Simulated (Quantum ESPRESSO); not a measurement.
# Beryllium (P6_3/mmc): from the cell to the phonon bands, part 3 of 3

How does Beryllium (P6_3/mmc) vibrate, and is this structure a minimum?

Quantum ESPRESSO 7.5; DFT LDA, scalar-relativistic, plane waves, PseudoDojo norm-conserving pseudopotentials.

So far, highest frequency (cm⁻¹): step 7 (interpolated phonon bands) 711. The relaxed cell has a = 2.226, c = 3.524 Å (conventional setting).

### Step 8. Density of states

Sums over the zone need many more wavevectors than were solved, so the interpolation is sampled on a dense mesh.

matdyn.in

```
&input
   asr = 'crystal'
   flfrc = 'x.fc'
   dos = .true.
   fldos = 'x.dos'
   nk1 = 23
   nk2 = 23
   nk3 = 13
   deltaE = 1.0
/
```

Run with:

```
> matdyn.x -in matdyn.in > matdyn.out
```

Numbers of over 12 decimals in the logs are rounded to 6 here.

The log of the run:

```text
[banner, memory and clock lines left out]
Program MATDYN v.7.5

 mass for atomic type   1 not given; uses mass from file x.fc
 Norm of the difference between old and new effective charges:    0.000000

 Norm of the difference between old and new force-constants:   4.13584e-06

     Message from routine matdyn:
     Z* not found in file x.fc, TO-LO splitting at q=0 will be absent!

Note: The following floating-point exceptions are signalling: IEEE_UNDERFLOW_FLAG
```

The job ended after 29 s (1 thread of Intel Xeon at 2.50GHz (Skylake/Cascade Lake), shared host).

Read from the output:

* share of modes beyond 3i cm⁻¹ on the dense interpolated mesh: 0

Tetrahedra. The phonon density of states by wavenumber; read off at these points:

wavenumber (cm⁻¹), phonon density of states (1/cm⁻¹/cell) and a bar:
```
      0.0     0.0000 
     20.0     0.0000 
     40.0     0.0000 
     60.0     0.0001 
     80.0     0.0001 
    100.0     0.0002 
    120.0     0.0004 
    140.0     0.0005 
    160.0     0.0007 #
    180.0     0.0009 #
    200.0     0.0011 #
    220.0     0.0014 #
    240.0     0.0017 #
    260.0     0.0021 ##
    280.0     0.0025 ##
    300.0     0.0030 ###
    320.0     0.0037 ###
    340.0     0.0044 ####
    360.0     0.0054 #####
    380.0     0.0064 #####
    400.0     0.0081 #######
    420.0     0.0106 #########
    440.0     0.0138 ############
    460.0     0.0153 #############
    480.0     0.0181 ###############
    500.0     0.0201 #################
    520.0     0.0211 ##################
    524.0     0.0236 ####################
    540.0     0.0179 ###############
    556.0     0.0261 ######################
    560.0     0.0261 ######################
    580.0     0.0197 #################
    600.0     0.0239 ####################
    620.0     0.0193 ################
    640.0     0.0194 #################
    656.0     0.0353 ##############################
    660.0     0.0313 ###########################
    680.0     0.0028 ##
    700.0     0.0013 #
```

### Step 9. Modes with the sum rule

A rigid shift of the crystal must cost nothing, but grids and finite bases break this; the acoustic sum rule is imposed before the matrix is diagonalised again.

dynmat.in

```
&input
   fildyn = 'x.dyn1'
   asr = 'crystal'
   fileig = 'dynmat.eig'
/
```

Run with:

```
> dynmat.x -in dynmat.in > dynmat.out
```

The log of the run:

```text
[banner, memory and clock lines left out]
Program DYNMAT v.7.5

     Reading Dynamical Matrix from file x.dyn1
     ...Force constants read
     ...epsilon and Z* not read (not found on file)
     Acoustic Sum Rule: || Z*(ASR) - Z*(orig)|| =    0.000000E+00
     Acoustic Sum Rule: ||dyn(ASR) - dyn(orig)||=    1.169791E-05
     A direction for q was not specified:TO-LO splitting will be absent

     Polarizability (A^3 units)
     multiply by 1.000000 for Clausius-Mossotti correction
         0.000000    0.000000    0.000000
         0.000000    0.000000    0.000000
         0.000000    0.000000    0.000000

     IR activities are in (D/A)^2/amu units

# mode   [cm-1]    [THz]      IR
    1     -0.00   -0.0000    0.0000
    2      0.00    0.0000    0.0000
    3      0.00    0.0000    0.0000
    4    479.50   14.3751    0.0000
    5    479.50   14.3751    0.0000
    6    711.12   21.3190    0.0000
```

Wall time 0.68 s (1 thread).

Unit eigenvectors of the mass-weighted matrix after the sum rule; no LO-TO term. Modes at Γ:

| mode | frequency (cm⁻¹) | symmetry |
| --- | --- | --- |
| 1 | 0.0 | acoustic |
| 2 | 0.0 | acoustic |
| 3 | 0.0 | acoustic |
| 4 | 479.5 | E2g |
| 5 | 479.5 | E2g |
| 6 | 711.1 | B1g |

Displacements in mode 4 (479.5 cm⁻¹), the largest set to 1:
```
Be1  0.00  1.00  0.00
Be2  0.00 -1.00  0.00
```

Displacements in mode 6 (711.1 cm⁻¹), the largest set to 1:
```
Be1  0.00  0.00  1.00
Be2  0.00  0.00 -1.00
```

The rule moves no optical mode by more than 0.1 cm⁻¹.

### Step 10. Sum rules set otherwise: a sum rule for molecules or wires on a crystal

This rule also removes rotations, which suits wires and not a crystal; it is tried to see the harm.

dynmat.in

```
&input
   fildyn = 'x.dyn1'
   asr = 'one-dim'
   fileig = 'dynmat.eig'
/
```

Run with:

```
> dynmat.x -in dynmat.in > dynmat.out
```

The log of the run:

```text
[banner, memory and clock lines left out]
Program DYNMAT v.7.5

     Reading Dynamical Matrix from file x.dyn1
     ...Force constants read
     ...epsilon and Z* not read (not found on file)
asr rotation axis in 1D system=    3
     Acoustic Sum Rule: || Z*(ASR) - Z*(orig)|| =    0.000000E+00
     Acoustic Sum Rule: ||dyn(ASR) - dyn(orig)||=    1.568306E-01
     A direction for q was not specified:TO-LO splitting will be absent

     Polarizability (A^3 units)
     multiply by 1.000000 for Clausius-Mossotti correction
         0.000000    0.000000    0.000000
         0.000000    0.000000    0.000000
         0.000000    0.000000    0.000000

     IR activities are in (D/A)^2/amu units

# mode   [cm-1]    [THz]      IR
    1     -0.00   -0.0000    0.0000
    2     -0.00   -0.0000    0.0000
    3     -0.00   -0.0000    0.0000
    4      0.00    0.0000    0.0000
    5    479.50   14.3751    0.0000
    6    711.12   21.3190    0.0000
```

The job ended after 0.68 s (1 thread).

The program raised no error, yet the settings are not those of a careful run.

The fault: a sum rule for molecules or wires on a crystal; 1 optical mode is projected out to zero frequency, as if it were a rotation.

For a crystal the rule has to be 'simple' or 'crystal'.

Zone-centre frequencies as printed; negative means imaginary. Modes:

```csv
mode,frequency (cm⁻¹)
1,0
2,0
3,0
4,0
5,479.5
6,711.1
```

### Step 11. Sum rules set otherwise (asr no)

Without the rule the raw error of the acoustic modes shows.

dynmat.in

```
&input
   fildyn = 'x.dyn1'
   asr = 'no'
   fileig = 'dynmat.eig'
/
```

Run with:

```
> dynmat.x -in dynmat.in > dynmat.out
```

The log of the run:

```text
[banner, memory and clock lines left out]
Program DYNMAT v.7.5

     Reading Dynamical Matrix from file x.dyn1
     ...Force constants read
     ...epsilon and Z* not read (not found on file)
     A direction for q was not specified:TO-LO splitting will be absent

     Polarizability (A^3 units)
     multiply by 1.000000 for Clausius-Mossotti correction
         0.000000    0.000000    0.000000
         0.000000    0.000000    0.000000
         0.000000    0.000000    0.000000

     IR activities are in (D/A)^2/amu units

# mode   [cm-1]    [THz]      IR
    1      3.11    0.0932    0.0000
    2      3.11    0.0932    0.0000
    3      3.22    0.0965    0.0000
    4    479.50   14.3751    0.0000
    5    479.50   14.3751    0.0000
    6    711.12   21.3190    0.0000
```

Elapsed: 0.69 s, on 1 thread.

Zone-centre frequencies as printed; negative means imaginary. Modes:

| mode | frequency (cm⁻¹) |
| --- | --- |
| 1 | 3.11 |
| 2 | 3.11 |
| 3 | 3.22 |
| 4 | 479.5 |
| 5 | 479.5 |
| 6 | 711.1 |

Against the first rule no mode moves by more than 3.3 cm⁻¹.

### Step 12. The dispersion under another sum rule (asr no)

The sum rule corrects the force constants themselves, so it can shift branches at any wavevector, low ones most.

matdyn.in

```
&input
   asr = 'no'
   flfrc = 'x.fc'
   flfrq = 'x.freq'
   flvec = 'x.modes'
   q_in_band_form = .true.
   q_in_cryst_coord = .true.
/
12
  0.0000000   0.0000000   0.0000000   8  ! GAMMA
  0.5000000   0.0000000   0.0000000   8  ! M
  0.3333333   0.3333333   0.0000000   8  ! K
  0.0000000   0.0000000   0.0000000   8  ! GAMMA
  0.0000000   0.0000000   0.5000000   8  ! A
  0.5000000   0.0000000   0.5000000   8  ! L
  0.3333333   0.3333333   0.5000000   8  ! H
  0.0000000   0.0000000   0.5000000   1  ! A
  0.5000000   0.0000000   0.5000000   8  ! L
  0.5000000   0.0000000   0.0000000   1  ! M
  0.3333333   0.3333333   0.5000000   8  ! H
  0.3333333   0.3333333   0.0000000   1  ! K
```

Run with:

```
> matdyn.x -in matdyn.in > matdyn.out
```

The log of the run:

```text
[banner, memory and clock lines left out]
Program MATDYN v.7.5

 mass for atomic type   1 not given; uses mass from file x.fc
     Message from routine matdyn:
     Z* not found in file x.fc, TO-LO splitting at q=0 will be absent!
     Message from routine matdyn:
     Z* not found in file x.fc, TO-LO splitting at q=0 will be absent!

Note: The following floating-point exceptions are signalling: IEEE_UNDERFLOW_FLAG
```

It took 0.67 s on 1 thread.

Read from the output:

```
lowest frequency on the path : 3.108 cm⁻¹
```

Matdyn.x, sum rule no. Phonon branches along the path, in cm⁻¹:

```
    point  branch 1  branch 2  branch 3  branch 4  branch 5  branch 6
        Γ         3         3         3       480       480       711
  halfway       270       299       417       544       582       669
        M       425       431       592       599       626       637
  halfway       456       475       573       605       616       645
        K       519       519       538       601       601       658
  halfway       308       352       454       568       596       655
        Γ         3         3         3       480       480       711
  halfway       210       210       284       455       455       662
        A       368       368       368       368       516       516
  halfway       447       447       475       475       588       588
        L       514       514       538       538       672       672
  halfway       517       517       565       565       668       668
        H       522       522       593       593       663       663
  halfway       466       466       498       498       605       605
        A       368       368       368       368       516       516
jump to L       514       514       538       538       672       672
  halfway       452       481       570       575       640       664
        M       425       431       592       599       626       637
jump to H       522       522       593       593       663       663
  halfway       523       523       553       631       631       638
        K       519       519       538       601       601       658
```

The phonon branches as a text plot (rows in cm⁻¹):

```
    696 |***                ****
    667 |   *       ***  ***    *        *********       **  *  *
    637 |    *******   **               *         *       *** **
    608 |    * ******** ***      *     *       *   *        ** **
    578 |   *** ***   ** **           *      ** *   **    ****
    549 |  ** *    *****   *      * **    ***    *    *  *    ***
    519 | **        *** *   *      *    ***********    ***   ****
    490 |**  *     ** **     **       ***         **     **
    460 |         **     **    ** *   **           ***    **
    431 |   *  ****    **        *   *              ***    **
    401 |     **                 ** *                 *
    372 |     *         *  *       *                   **
    342 |    *           **       *
    313 |  ***           **
    283 |   *              *    **
    254 |                   *
    224 | **               *    *
    195 |  *                *
    165 | *                 *
    136 | *                  * *
    106 |*                   * *
     77 |*                   *
     47 |
     18 |                     *
         Γ      M    K        Γ   A       L    H       A|L M|H  K
```

At the labelled points the branches move by no more than 3.3 cm⁻¹.

### Step 13. Results

```yaml
space_group_after_relaxation: P6_3/mmc
volume_per_atom: 7.56 Å³
highest_optical_zone_centre_mode_no_lo_to_term: 711.1 cm⁻¹
lowest_optical_zone_centre_mode: 479.5 cm⁻¹
q_mesh: 2×2×2
lowest_mode_on_the_q_mesh_acoustic_ones_at_the_zone_centre_apart: 368.4 cm⁻¹
imaginary_modes_on_the_q_mesh: none
```

Beryllium (P6_3/mmc) is dynamically stable on the 2×2×2 mesh; its spectrum reaches 711 cm⁻¹. At the LDA level the optical modes of Beryllium (P6_3/mmc) at the zone centre run from 480 to 711 cm⁻¹. These are harmonic frequencies at zero temperature: anharmonic shifts and linewidths and thermal expansion are left out. In a metal the frequencies hang on the k mesh and the smearing, most of all near Kohn anomalies. The q mesh stands for a supercell only 4.5 Å across, so branches between the solved wavevectors are rough.

Calculation against experiment:

| quantity | measured | LDA PseudoDojo norm-conserving, Quantum ESPRESSO |
| --- | --- | --- |
| Raman mode, E2g (cm⁻¹) | 455 | 480 (+5.4 %) |

Measured values from arxiv:2109.15077 (2021).

**Verdict.** The Raman mode is off by +5.4 %: fair agreement. The grades are ours: good and fair within 3 and 7 % for the Raman mode. Zero-point motion and thermal expansion are not in the computed Raman mode.

[Host names and launcher messages were left out of these logs when they were recorded.]

[Logs are printed without paths, hosts, clocks, repeated set-up lines and the standing remarks that a program may print on its own settings, such as how far it seeks lower states.]

[Hosts, paths, dates, database ids (printed as entryN), source tags and the programs' standing remarks are cut or masked in the printed files.]
